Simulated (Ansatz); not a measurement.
# linear Li chain: one chain at several levels of theory

Wanted: the relaxed geometry and the open channels of the linear Li chain, by several methods.

Method: DFT PBE, plane waves, PAW; relaxation of a chain's period, in the first sound run; inputs show where later runs differ, in Ansatz 0.2.0.

### 1. Starting point

The cell holds 1 atom: 1 Li. Its edges and angles: a = 7.500 Å, b = 7.500 Å, c = 2.381 Å, α = 90.0°, β = 90.0°, γ = 90.0°. Vacuum lies along a and b. The structure's axis is c.

### 2. The relaxed wire, level PBE, cutoff 420 eV

Band widths follow the bond lengths, so the chain is relaxed first. The atoms and the third cell vector are free; the box across stays fixed as vacuum. Moments are seeded so that a magnetic state can form if it lies lower. A Fermi-Dirac smearing is set since the result may be a metal. The pressure printed is a third of the stress's trace over the whole box, vacuum included; only the stress along the axis is relaxed.

input.yaml reads:

```yaml
crystal:
  lattice:
    - [7.5, 0.0, 0.0]
    - [0.0, 7.5, 0.0]
    - [0.0, 0.0, 2.3808]
  atoms:
    - { symbol: Li, position: [0.5, 0.5, 0.0], spin: 0.5 }
magnetization:
  spin_polarized: true
kpoints:
  mp_grid: { grid: [1, 1, 34] }
scf:
  occupations: { method: fermi_dirac, width: 0.05 }
hamiltonian:
  xc: pbe
relax:
  cell: { fix: [a, b, alpha, beta, gamma] }
  max_steps: 60
```

Command:

```
ansatz run input.yaml --threads 4 --pin off --max-ram 8192MiB --backend cpu --events-out ev --progress --plain --runs-dir out
```

Numbers of over 12 decimals in the logs are rounded to 6 here.

Output:

```text
Engine: ansatz 0.2.0, aarch64-unknown-linux-gnu
Pseudopotentials: kind: paw
Pseudopotential: Li, paw, valence charge 3, recommended cutoff 420 eV (normal), Li.paw.azcp
Functional definition: PBE
  parameter kappa = 0.804
  parameter beta = 0.066725
  exchange = pbe_x(kappa = kappa, mu = beta*pi^2/3)
  correlation = pbe_c(beta = beta)
Crystal: 1 atoms, lattice volume = 133.920 Å³
Basis set: ecut = 420 eV, 2599 PW (Γ), exchange–correlation on 108×108×32 points (8 copies of the dense FFT grid, shifted against one another)
Bands: 6, of which v1, the nominal top of the filled ones, is band 2 counted from 1 (1 counted from 0)
Symmetry: 16 space group operations
Space group: P4/mmm (ITA 123), of the structure as read, at distance tolerance 5.1e-5 Å
Magnetic group: BNS 123.339 (UNI 999), of the structure as read, at distance tolerance 5.1e-5 Å
k-points: 18 of 34
Non-local potential: Li, projectors of the file, l = 0: 3, l = 1: 2, l = 2: 1
PAW form: soft (Blöchl's): semilocal exchange-correlation on the pseudo side does not see the compensation charge
PAW one-centre angular grid: Li, 110 points (default); XC on 64 Gauss nodes
Initial density: superposition of atomic densities (neutral atoms: chi_scale 0, normalization atom)
Starting moments: Σ|m| = 0.5 μB on 1 of 1 site
Initial wavefunctions: pseudopotential atomic-orbital guess
Functional: x = pbe(κ = 0.804, μ = 0.219515), c = pbe(β = 0.066725)
iter 1 solved again at ethr=1.64e-3 eV; its pass at ethr=3.10e-3 eV (dr2=4.91e-2 eV) is discarded
SCF iter   1: F=—  HF=-203.292667 eV  |F-HF|=—  |Δ(HF+E_count)|=         —  Δρ=1.91e-2 (↑1.89e-2 ↓1.91e-2)  dr2=4.96e-2  dr2_m=4.38e-1  M=0.089 μB ∫|m|=0.090 μB  β_m=0.30  ethr=1.64e-3  ⟨swp⟩=1.0  Hψ=2287  notcnv=0
preconditioner: auto → LDOS  [metal: Δε(μ)=0.102 eV  Ē_g=4.738 eV  σ=0.050 eV  W_gap=0.47  n_scr=8 (ndim 8)  ℏωp=3.2 eV  f_vac=0.288  D(μ)=0.53/eV (n_scr^D=4)]
spin=Collinear: LDOS preconditioning applied to the charge; magnetization (m = ρ↑ − ρ↓) channel mixes plain (no charge-response kernel on spin).
SCF iter   2: F=—  HF=-203.390845 eV  |F-HF|=—  |Δ(HF+E_count)|=   9.82e-2  Δρ=1.36e-2 (↑1.33e-2 ↓1.36e-2)  dr2=3.29e-2  dr2_m=2.19e-1  M=0.072 μB ∫|m|=0.073 μB  β_m=0.30  ethr=1.64e-3  ⟨swp⟩=1.6  Hψ=242  notcnv=0
SCF iter   3: F=—  HF=-203.435291 eV  |F-HF|=—  |Δ(HF+E_count)|=   4.44e-2  Δρ=9.50e-3 (↑9.47e-3 ↓9.50e-3)  dr2=6.12e-4  dr2_m=1.10e-1  M=0.055 μB ∫|m|=0.056 μB  β_m=0.30  ethr=1.10e-3  ⟨swp⟩=2.6  Hψ=400  notcnv=0
SCF iter   4: F=—  HF=-203.462635 eV  |F-HF|=—  |Δ(HF+E_count)|=   2.73e-2  Δρ=6.75e-3 (↑6.71e-3 ↓6.75e-3)  dr2=3.45e-4  dr2_m=5.54e-2  M=0.043 μB ∫|m|=0.044 μB  β_m=0.30  ethr=2.04e-5  ⟨swp⟩=2.0  Hψ=422  notcnv=0
SCF iter   5: F=—  HF=-203.478002 eV  |F-HF|=—  |Δ(HF+E_count)|=   1.54e-2  Δρ=4.78e-3 (↑4.76e-3 ↓4.78e-3)  dr2=5.74e-6  dr2_m=2.79e-2  M=0.032 μB ∫|m|=0.033 μB  β_m=0.30  ethr=1.15e-5  ⟨swp⟩=2.0  Hψ=432  notcnv=0
SCF iter   6: F=—  HF=-203.485010 eV  |F-HF|=—  |Δ(HF+E_count)|=   7.01e-3  Δρ=3.39e-3 (↑3.38e-3 ↓3.39e-3)  dr2=2.45e-6  dr2_m=1.41e-2  M=0.025 μB ∫|m|=0.026 μB  β_m=0.30  ethr=1.91e-7  ⟨swp⟩=2.0  Hψ=274  notcnv=0
SCF iter   7: F=—  HF=-203.488688 eV  |F-HF|=—  |Δ(HF+E_count)|=   3.68e-3  Δρ=2.41e-3 (↑2.41e-3 ↓2.41e-3)  dr2=3.24e-7  dr2_m=7.11e-3  M=0.019 μB ∫|m|=0.020 μB  β_m=0.30  ethr=8.16e-8  ⟨swp⟩=2.0  Hψ=383  notcnv=0
Mixer restart at iter 7: flushing history
spin-set hold released at iteration 7 (site moments contracting): the magnetisation degrees of freedom join the quasi-Newton model from the next iteration; the mixer history was flushed
SCF iter   8: F=—  HF=-203.490617 eV  |F-HF|=—  |Δ(HF+E_count)|=   1.93e-3  Δρ=1.71e-3 (↑1.71e-3 ↓1.71e-3)  dr2=1.23e-7  dr2_m=3.60e-3  M=0.015 μB ∫|m|=0.016 μB  β_m=0.65  ethr=1.08e-8  ⟨swp⟩=2.1  Hψ=276  notcnv=0
SCF iter   9: F=—  HF=-203.492852 eV  |F-HF|=—  |Δ(HF+E_count)|=   2.24e-3  Δρ=6.05e-5 (↑6.05e-5 ↓5.97e-5)  dr2=6.62e-9  dr2_m=4.43e-6  M=0.003 μB ∫|m|=0.004 μB  β_m=0.82  ethr=4.11e-9  ⟨swp⟩=3.0  Hψ=331  notcnv=0
SCF iter  10: F=—  HF=-203.492895 eV  |F-HF|=—  |Δ(HF+E_count)|=   4.27e-5  Δρ=2.87e-5 (↑2.87e-5 ↓2.80e-5)  dr2=4.14e-9  dr2_m=9.87e-7  M=0.002 μB ∫|m|=0.002 μB  β_m=0.91  ethr=2.21e-10  ⟨swp⟩=4.5  Hψ=512  notcnv=0
SCF iter  11: F=—  HF=-203.492904 eV  |F-HF|=—  |Δ(HF+E_count)|=   8.69e-6  Δρ=4.21e-6 (↑4.21e-6 ↓4.15e-6)  dr2=6.96e-11  dr2_m=2.14e-8  M=0.000 μB ∫|m|=0.000 μB  β_m=0.96  ethr=1.38e-10  ⟨swp⟩=4.2  Hψ=486  notcnv=0
SCF iter  12: F=—  HF=-203.492904 eV  |F-HF|=—  |Δ(HF+E_count)|=   1.93e-7  Δρ=1.18e-7 (↑1.18e-7 ↓1.14e-7)  dr2=9.73e-13  dr2_m=1.60e-11  M=-0.000 μB ∫|m|=0.000 μB  β_m=0.98  ethr=2.32e-12  ⟨swp⟩=3.5  Hψ=455  notcnv=0
SCF iter  13: F=-203.492904 eV  HF=-203.492904 eV  |F-HF|=8.90e-12  |Δ(HF+E_count)|=  3.16e-10  Δρ=2.02e-8 (↑2.02e-8 ↓2.01e-8)  dr2=2.59e-13  dr2_m=4.73e-13  M=-0.000 μB ∫|m|=0.000 μB  ethr=1.00e-12  ⟨swp⟩=2.1  Hψ=380  notcnv=0
WARN: the starting moments were not kept: the SCF closed with an absolute magnetisation of 8.6e-7 μB, where they sum to 0.5 μB in size (1 site). That is at most 0.1 of that sum. Measured as dr2_m measures the in/out step, that magnetisation stands 6.0e-14 eV from none, at or under the dr2_threshold of 1.0e-7 eV: it is no larger than a step whose dr2_m would equal this threshold. The system may hold no moment; this SC [...]
SCF 1 converged in 13 iterations: F = -203.492904 eV  dr2 = 2.59e-13
  greatest PAW one-centre occupation: 1.000 electrons in one spin orbital (limit 2), on the Li atom at site 0 (counted from 0), in its partial waves of l = 0
relax step   1: F+E_penalty+E_count = -203.49290404 eV  Δ(F+E_penalty+E_count) = +0.000e0 eV  max|allowed force component| = 0.000e0 eV/Å  Δτ_max = 0.0000 Å  P = +0.635 GPa  Ω = 133.920 Å³  fix = [a, b, alpha, beta, gamma]  reactions: a -0.333, b -0.333 GPa  (13 SCF iters, dr2 threshold 1.00e-7 eV, accepted)
Crystal: 1 atoms, lattice volume = 140.449 Å³
Basis set: ecut = 420 eV, 2745 PW (Γ), exchange–correlation on 108×108×32 points (8 copies of the dense FFT grid, shifted against one another)
Initial density: handed on by an earlier stage of this run
Starting moments: Σ|m| = 0.5 μB on 1 of 1 site; this step starts from the density that it was given
Initial wavefunctions: those handed on with the density
iter 1 solved again at ethr=1.34e-5 eV; its pass at ethr=3.10e-3 eV (dr2=4.02e-4 eV) is discarded
SCF iter   1: F=—  HF=-203.580474 eV  |F-HF|=—  |Δ(HF+E_count)|=         —  Δρ=8.17e-4 (↑7.93e-4 ↓8.17e-4)  dr2=4.02e-4  dr2_m=8.09e-4  M=-0.005 μB ∫|m|=0.006 μB  β_m=0.30  ethr=1.34e-5  ⟨swp⟩=1.1  Hψ=2230  notcnv=0
[...]
relax step   8: F+E_penalty+E_count = -203.72459523 eV  Δ(F+E_penalty+E_count) = -2.506e-5 eV  max|allowed force component| = 0.000e0 eV/Å  Δτ_max = 0.0000 Å  P = -0.207 GPa  Ω = 169.392 Å³  energy of the carried Pulay correction = -2.010e-5 eV  fix = [a, b, alpha, beta, gamma]  reactions: a -0.310, b -0.310 GPa  (7 SCF iters, accepted)
Basis set: ecut = 420 eV, 3323 PW (Γ), exchange–correlation on 108×108×48 points (8 copies of the dense FFT grid, shifted against one another)
Initial wavefunctions: pseudopotential atomic-orbital guess (no wavefunctions were taken with the density)
iter 1 solved again at ethr=1.13e-6 eV; its pass at ethr=3.10e-3 eV (dr2=3.39e-5 eV) is discarded
SCF iter   1: F=—  HF=-203.721513 eV  |F-HF|=—  |Δ(HF+E_count)|=         —  Δρ=1.36e-4 (↑1.36e-4 ↓1.36e-4)  dr2=2.62e-5  dr2_m=1.62e-13  M=-0.000 μB ∫|m|=0.000 μB  β_m=0.30  ethr=1.13e-6  ⟨swp⟩=2.7  Hψ=2404  notcnv=0
preconditioner: auto → none  [insulator: Δε(μ)=0.171 eV  Ē_g=3.901 eV  σ=0.050 eV  W_gap=0.69  n_scr=8 (ndim 8)  ℏωp=2.9 eV  f_vac=0.292  D(μ)=0.64/eV (n_scr^D=0)  ε∞_Penn≈1.5]
SCF iter   2: F=—  HF=-203.723460 eV  |F-HF|=—  |Δ(HF+E_count)|=   1.95e-3  Δρ=9.48e-5 (↑9.48e-5 ↓9.48e-5)  dr2=3.46e-6  dr2_m=1.24e-13  M=-0.000 μB ∫|m|=0.000 μB  β_m=0.38  ethr=8.73e-7  ⟨swp⟩=1.9  Hψ=320  notcnv=0
SCF iter   3: F=—  HF=-203.725370 eV  |F-HF|=—  |Δ(HF+E_count)|=   1.91e-3  Δρ=4.72e-5 (↑4.72e-5 ↓4.72e-5)  dr2=2.67e-6  dr2_m=7.58e-14  M=-0.000 μB ∫|m|=0.000 μB  β_m=0.69  ethr=1.15e-7  ⟨swp⟩=3.0  Hψ=406  notcnv=0
SCF iter   4: F=—  HF=-203.726276 eV  |F-HF|=—  |Δ(HF+E_count)|=   9.06e-4  Δρ=1.53e-5 (↑1.53e-5 ↓1.53e-5)  dr2=7.56e-7  dr2_m=2.48e-14  M=-0.000 μB ∫|m|=0.000 μB  β_m=0.82  ethr=8.91e-8  ⟨swp⟩=2.9  Hψ=388  notcnv=0
SCF iter   5: F=—  HF=-203.726429 eV  |F-HF|=—  |Δ(HF+E_count)|=   1.53e-4  Δρ=2.51e-6 (↑2.51e-6 ↓2.51e-6)  dr2=1.16e-8  dr2_m=3.19e-15  M=-0.000 μB ∫|m|=0.000 μB  β_m=0.91  ethr=2.52e-8  ⟨swp⟩=2.1  Hψ=332  notcnv=0
SCF iter   6: F=—  HF=-203.726435 eV  |F-HF|=—  |Δ(HF+E_count)|=   5.31e-6  Δρ=3.35e-7 (↑3.35e-7 ↓3.35e-7)  dr2=1.35e-9  dr2_m=6.82e-16  M=-0.000 μB ∫|m|=0.000 μB  β_m=0.95  ethr=3.87e-10  ⟨swp⟩=2.7  Hψ=276  notcnv=0
SCF iter   7: F=—  HF=-203.726435 eV  |F-HF|=—  |Δ(HF+E_count)|=   9.18e-8  Δρ=3.97e-8 (↑3.93e-8 ↓3.97e-8)  dr2=3.60e-11  dr2_m=1.60e-16  M=-0.000 μB ∫|m|=0.000 μB  β_m=0.95  ethr=4.51e-11  ⟨swp⟩=2.2  Hψ=260  notcnv=0
SCF iter   8: F=—  HF=-203.726506 eV  |F-HF|=—  |Δ(HF+E_count)|=   7.08e-5  Δρ=4.76e-7 (↑4.76e-7 ↓4.76e-7)  dr2=4.14e-9  dr2_m=4.26e-17  M=-0.000 μB ∫|m|=0.000 μB  β_m=0.95  ethr=1.00e-12  ⟨swp⟩=6.7  Hψ=624  notcnv=0
SCF iter   9: F=—  HF=-203.726506 eV  |F-HF|=—  |Δ(HF+E_count)|=  8.09e-11  Δρ=4.75e-7 (↑4.75e-7 ↓4.75e-7)  dr2=4.12e-9  dr2_m=3.81e-17  M=-0.000 μB ∫|m|=0.000 μB  β_m=0.76  ethr=1.20e-12  ⟨swp⟩=1.5  Hψ=234  notcnv=0
SCF iter  10: F=—  HF=-203.726506 eV  |F-HF|=—  |Δ(HF+E_count)|=   3.96e-9  Δρ=4.80e-7 (↑4.80e-7 ↓4.80e-7)  dr2=4.08e-9  dr2_m=1.30e-17  M=-0.000 μB ∫|m|=0.000 μB  β_m=0.88  ethr=1.20e-12  ⟨swp⟩=1.6  Hψ=236  notcnv=0
SCF iter  11: F=—  HF=-203.726506 eV  |F-HF|=—  |Δ(HF+E_count)|=   1.26e-8  Δρ=5.03e-7 (↑5.03e-7 ↓5.03e-7)  dr2=4.35e-9  dr2_m=7.56e-19  M=0.000 μB ∫|m|=0.000 μB  β_m=0.58  ethr=1.20e-12  ⟨swp⟩=1.7  Hψ=240  notcnv=0
SCF iter  12: F=—  HF=-203.726506 eV  |F-HF|=—  |Δ(HF+E_count)|=   2.24e-8  Δρ=4.58e-7 (↑4.58e-7 ↓4.58e-7)  dr2=3.69e-9  dr2_m=2.66e-17  M=-0.000 μB ∫|m|=0.000 μB  β_m=0.49  ethr=1.20e-12  ⟨swp⟩=1.7  Hψ=240  notcnv=0
SCF iter  13: F=—  HF=-203.726506 eV  |F-HF|=—  |Δ(HF+E_count)|=   3.35e-8  Δρ=3.74e-7 (↑3.74e-7 ↓3.74e-7)  dr2=2.47e-9  dr2_m=1.56e-16  M=-0.000 μB ∫|m|=0.000 μB  β_m=0.36  ethr=1.20e-12  ⟨swp⟩=2.3  Hψ=266  notcnv=0
SCF iter  14: F=—  HF=-203.726506 eV  |F-HF|=—  |Δ(HF+E_count)|=   6.41e-8  Δρ=3.34e-8 (↑3.26e-8 ↓3.34e-8)  dr2=1.29e-11  dr2_m=1.33e-15  M=-0.000 μB ∫|m|=0.000 μB  β_m=0.68  ethr=1.20e-12  ⟨swp⟩=2.7  Hψ=300  notcnv=0
SCF iter  15: F=-203.726506 eV  HF=-203.726506 eV  |F-HF|=8.81e-13  |Δ(HF+E_count)|=  4.77e-10  Δρ=9.67e-9 (↑9.59e-9 ↓9.67e-9)  dr2=5.27e-13  dr2_m=6.11e-16  M=-0.000 μB ∫|m|=0.000 μB  ethr=1.00e-12  ⟨swp⟩=4.2  Hψ=503  notcnv=0
the starting moments were not kept: the SCF closed with an absolute magnetisation of 8.6e-8 μB, where they sum to 0.5 μB in size (1 site). That is at most 0.1 of that sum. Measured as dr2_m measures the in/out step, that magnetisation stands 5.9e-16 eV from none, at or under the dr2_threshold of 1.0e-11 eV: it is no larger than a step whose dr2_m would equal this threshold.
SCF 9 converged in 15 iterations: F = -203.726506 eV  dr2 = 5.27e-13
relax step   9: F+E_penalty+E_count = -203.72650565 eV  Δ(F+E_penalty+E_count) = -1.910e-3 eV  max|allowed force component| = 0.000e0 eV/Å  Δτ_max = 0.0000 Å  P = -0.192 GPa  Ω = 169.392 Å³  fix = [a, b, alpha, beta, gamma]  reactions: a -0.307, b -0.307 GPa  stress off target by 3.83e-2 GPa on what of the cell is left free  SCF on the basis re-selected at this cell (its energy is not comparable with the rows above)  (15 SCF iters)
basis re-selected at this cell: Δ(F+E_penalty+E_count) = -1.910e-3 eV, ΔP = +0.015 GPa vs the last step (what re-selecting the basis moved, of the pressure what is left beyond the Pulay correction that the steps carried, after the strain that the cell walked since its last selection, with what the two solves' SCF thresholds leave and, on support functions, any second-order correction that the steps lacked; it is no measure of the basis error at this ecutwfc). The dense FFT grid was sized anew with the basis: this SCF ran on 54×54×24 points, the steps before it on 54×54×16, so part of this shift can come from that change (see relax.cell in the input reference). [rest of the remark cut]
SCF converged after 15 iterations
Magnetization: -0.0000 μB (1.5000 up, 1.5000 down)
Absolute magnetization: 0.0000 μB (∫|ρ↑−ρ↓|, with the PAW one-centre terms)
Spin contamination: 0.0000 ħ² per cell (⟨S²⟩ above its minimum at these occupations)
Per-site moments (μB) at R_I (Å): [(-2.994205835721593e-8, 1.242209)]
Free energy (F): -203.726506 eV
Harris-Foulkes:  -203.726506 eV  (|F-HF|=8.81e-13)
Internal energy: -203.720980 eV  (E = F + TS)
E sigma→0 (E₀):  -203.723743 eV
Entropy (-TS):   -0.005525 eV (-5.525 meV/atom)
Fermi energy:    -2.792256 eV
--- Per-component energies (eV) ---
  E_band       = -104.869583
  E_kinetic    = 19.477035
  E_local      = -208.974321  (includes V_loc(G=0)·N_el)
  E_nonlocal   = -33.299719
  E_hartree    = 70.704937
  E_xc         = -8.558177
  E_vxc        = -10.964644  (∫ρ·V_xc dr)
  E_paw        = -20.951907  (= ΣΔE_a)
  E_vpaw       = -12.517820  (= ΣTr[D̂ρ^β])
  E_aug_tail   = 0.000010  (compensation charges beyond the density's cutoff)
  E_ewald      = -22.118839
  E_smearing   = -0.005525  (= −TS)
  E_closure    = 0.000000  (closes the sum)
  Σ components = -203.726506   (vs F -203.726506, Δ=0.00e0)
--- Forces (eV/Å), atoms counted from 1 ---
  atom   1  Li     0.00000000     0.00000000     0.00000000
  max |Σ_I F_I| component: 1.26e-29 eV/Å
--- Stress (GPa, compression-positive) ---
       -0.306693       0.000000       0.000000
        0.000000      -0.306693       0.000000
        0.000000       0.000000       0.038293
  P = ⅓ Tr σ = -0.1917 GPa (-1.917 kbar)
--- Relaxed structure (8 steps of the walk, 8 accepted, 1 SCFs on fresh bases) ---
  F+E_penalty+E_count = -203.72650565 eV   max|allowed force component| = 0.000e0 eV/Å   (the final SCF, on the basis selected at the relaxed cell)
  cell:  # Å, volume = 169.3921 Å³
    - [7.5, 0.0, 0.0]
    - [0.0, 7.5, 0.0]
    - [0.0, 0.0, 3.011415]
  atoms:
    - { symbol: Li, position: [0.5, 0.5, 0.0] }
```

Run time: 7.7 s. Hardware: 4 threads of Arm Neoverse V1, shared host; peak memory 0.37 GiB; 26 s of CPU time.

Relaxation path:

| step | energy less that of the first step (eV) | largest force component (eV/Å) | pressure (GPa) | volume (Å³) |
| --- | --- | --- | --- | --- |
| 1 | 0.0000 | 0.0000 | 0.64 | 133.92 |
| 2 | -0.0896 | 0.0000 | 0.40 | 140.45 |
| 3 | -0.1525 | 0.0000 | 0.21 | 146.94 |
| 4 | -0.1946 | 0.0000 | 0.06 | 153.46 |
| 5 | -0.2201 | 0.0000 | -0.07 | 160.16 |
| 6 | -0.2309 | 0.0000 | -0.17 | 166.86 |
| 7 | -0.2317 | 0.0000 | -0.20 | 168.96 |
| 8 | -0.2317 | 0.0000 | -0.21 | 169.39 |
| 9* | -0.2336 | 0.0000 | -0.19 | 169.39 |

Relaxation steps marked * repeat the geometry before them on a plane-wave basis chosen anew for their cell, so energy and pressure can jump there.

| cell as run | before | after | change |
| --- | --- | --- | --- |
| c (Å) | 2.381 | 3.011 | +26.5 % |

The relaxed structure:

```cif
data_structure
_symmetry_space_group_name_H-M 'P 1'
_symmetry_Int_Tables_number 1
_cell_length_a 7.5000
_cell_length_b 7.5000
_cell_length_c 3.0114
_cell_angle_alpha 90.000
_cell_angle_beta 90.000
_cell_angle_gamma 90.000
_cell_volume 169.39
loop_
_atom_site_label
_atom_site_type_symbol
_atom_site_fract_x
_atom_site_fract_y
_atom_site_fract_z
_atom_site_occupancy
Li1 Li 0.50000 0.50000 0.00000 1
```

Numbers from this step:

- energy at zero smearing: -203.7237 eV
- cell length along the wire: 3.011 Å

The cell's length comes to 3.011 Å with no moment. That is +26 % against the start, more than a small adjustment.

The cell grew by 26.5 % in its periodic edges.

[end of part 1 of 4]

[Logs are printed without paths, hosts, clocks, repeated set-up lines and the standing remarks that a program may print on its own settings, such as how far it seeks lower states.]

[Hosts, paths, dates, database ids (printed as entryN), source tags and the programs' standing remarks are cut or masked in the printed files.]
